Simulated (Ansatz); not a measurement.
# CO along the axis, between Na atomic chains under bias, part 3 of 3

Is the junction ohmic, and where does the voltage drop?

Ansatz 0.2.0; DFT PBE, plane waves, PAW; relaxation of a junction, electrodes held but for their tips (the session's first sound run).

So far. Step 2 (Relaxing the junction): The largest force component on a free atom ends at 0.036 eV/Å, under the limit of 0.07. The apex atoms end 6.21 Å apart, and their nearest bridge atoms lie at 2.59 Å (Na–C) and 2.46 Å (Na–O).

### 3. Current against voltage (continued)

Level of this step: DFT PBE, plane waves, PAW; current against voltage, self-consistent under bias (Ansatz).

Bias -1 V. The transmission and channels at -1 V by energy, zero at the mean Fermi level:

```
energy (eV)  transmission  channels, lower lead  channels, upper lead
     -0.776             0                     1                     0
     -0.724             0                     1                     0
     -0.672             0                     1                     0
     -0.620             0                     1                     0
     -0.569             0                     1                     0
     -0.517             0                     1                     0
     -0.465             0                     1                     0
     -0.414             0                     1                     0
     -0.336        1.1e-5                     1                     1
     -0.284        5.3e-7                     1                     1
     -0.233        2.7e-5                     1                     1
     -0.181        9.5e-5                     1                     1
     -0.129        2.1e-4                     1                     1
     -0.078        3.7e-4                     1                     1
     -0.026        5.8e-4                     1                     1
      0.000        7.1e-4                     1                     1
      0.026        8.6e-4                     1                     1
      0.078       0.00123                     1                     1
      0.129       0.00173                     1                     1
      0.181       0.00241                     1                     1
      0.233       0.00335                     1                     1
      0.284       0.00459                     1                     1
      0.336       0.00617                     1                     1
      0.414       0.00911                     1                     1
      0.465        0.0113                     1                     1
      0.517        0.0137                     1                     1
      0.569        0.0161                     1                     1
      0.620        0.0186                     1                     1
      0.672        0.0214                     1                     1
      0.724        0.0245                     1                     1
      0.776        0.0281                     1                     1
```

Table of Hartree potential energy less that at 0 V, planar mean by z:

```
z (Å)  0.4 V (eV)  1 V (eV)  -0.4 V (eV)  -1 V (eV)
   -5      0.0770     0.196      -0.0788     -0.193
    0       0.206     0.513       -0.207     -0.521
    5       0.198     0.493       -0.200     -0.502
   10       0.196     0.489       -0.198     -0.497
   15       0.197     0.491       -0.199     -0.498
   20       0.197     0.490       -0.198     -0.495
   25       0.198     0.492       -0.198     -0.496
   30       0.199     0.495       -0.202     -0.506
   35       0.198     0.492       -0.202     -0.506
   40      0.0582     0.169      -0.0222    -0.0245
   45      -0.194    -0.494        0.188      0.455
   50      -0.216    -0.541        0.213      0.530
   55      -0.205    -0.514        0.206      0.516
   60      -0.197    -0.495        0.197      0.488
   65      -0.202    -0.506        0.200      0.498
   70      -0.202    -0.506        0.200      0.496
   75      -0.203    -0.508        0.200      0.499
   80      -0.212    -0.530        0.210      0.523
   85     -0.0614    -0.149       0.0596      0.153
```

The electron density less that at 0 V, planar mean (0.4 V) oscillates, so the rows of the table below give means over windows of 5 Å about each position, cut where the curve ends. Its maxima inside the range that stand out by 2 % of the span (Å: e/Å³): -1.3: 9.7e-5, 5.5: 1.3e-5, 39.2: 5.4e-4, 40.5: 3.5e-4, 45.5: 1.4e-4, 52.7: 4.8e-5, 59.5: 2.5e-5, 64.9: 1.3e-5, 77.5: 2.9e-5. Its minima: 2.1: -2.6e-5, 34.1: -1.3e-5, 39.8: -9.3e-5, 42.3: -5.1e-4, 48.9: -8.1e-5, 56.1: -3.5e-5, 62.3: -2.0e-5, 74.1: -1.5e-5, 80.6: -1.0e-4.

Electron density less that at 0 V, planar mean against z; means over each step:

```
z (Å)  0.4 V (e/Å³)  1 V (e/Å³)  -0.4 V (e/Å³)  -1 V (e/Å³)
   -5        1.0e-5      2.7e-5        -9.7e-6      -2.3e-5
    0        3.6e-5      8.9e-5        -3.6e-5      -9.3e-5
    5        3.3e-7      1.2e-6        -1.3e-6      -2.4e-6
   10       -2.0e-6     -4.8e-6         1.2e-6       3.8e-6
   15        2.5e-7      5.5e-7        -1.2e-7      -5.6e-7
   20       -8.8e-7     -2.0e-6         1.1e-6       3.4e-6
   25        9.2e-8      1.2e-7         1.8e-6       4.3e-6
   30        2.4e-6      5.5e-6        -4.8e-6      -1.2e-5
   35        1.3e-5      2.6e-5        -3.0e-5      -7.9e-5
   40        4.6e-5      1.4e-4        -1.1e-5       4.8e-6
   45       -3.9e-5     -1.2e-4         2.1e-5       2.2e-5
   50       -2.5e-5     -6.0e-5         2.3e-5       5.8e-5
   55       -3.5e-6     -5.9e-6         6.3e-6       2.1e-5
   60        7.3e-6      1.8e-5        -6.6e-6      -1.7e-5
   65       -5.2e-7     -1.9e-6        -1.2e-7      -1.4e-6
   70        1.7e-6      4.6e-6        -2.2e-6      -5.9e-6
   75        1.5e-6      4.7e-6        -2.4e-6      -5.6e-6
   80       -4.3e-5     -1.1e-4         4.3e-5       1.1e-4
   85       -5.9e-6     -1.4e-5         6.5e-6       1.7e-5
```

By hand: at 1 V the window reaches from -0.5 to 0.5 eV, and the mean transmission a spin over it is 3.0e-4. With sharp Fermi edges I = G0 × V × T̄ = 77.48 μS × 1 V × 3.0e-4 = 0.0232 μA, against 0.0233 μA from the program at 300 K.

The zero-bias conductance is not given; current over voltage goes 0.00254 at -1 V, 3.6e-4 at -0.4 V, 1.3e-4 at +0.4 V and 3.0e-4 at +1 V in the same unit. The leads' misfit reaches 51 meV.

### 4. Summary of results

```yaml
conductance_at_zero_bias: none given
current_at_minus_1_v: -0.197 μA
current_at_minus_0p4_v: -0.0112 μA
current_at_plus_0p4_v: 0.00404 μA
current_at_plus_1_v: 0.0233 μA
```

The program gave no conductance at zero bias, a sign that this sweep is not sound; the junction carries 0.0233 μA at 1.00 V. By +1 V a band edge of a lead has entered the bias window, and at -1 V 15 % of the window has no channel on one side; narrow lead bands can shape the curve there. The program gave no current at +0 V. The leads' misfit reaches 51 meV, above the few hundredths of an eV that the manual allows, so the currents are rough. The rectification ratio at ±1.0 V is 0.12. A wire screens slowly, so the current depends on the leads' length and the box width; neither was converged here. Transport is coherent and elastic here: the atoms are frozen, so scattering by vibrations plays no part. The box is narrow for bonds this long, so the chain feels its sideways images. A cutoff under the files' recommended one was taken to save time; its effect on T(E) was not tested here.

[Logs are printed without paths, hosts, clocks, repeated set-up lines and the standing remarks that a program may print on its own settings, such as how far it seeks lower states.]

[Hosts, paths, dates, database ids (printed as entryN), source tags and the programs' standing remarks are cut or masked in the printed files.]
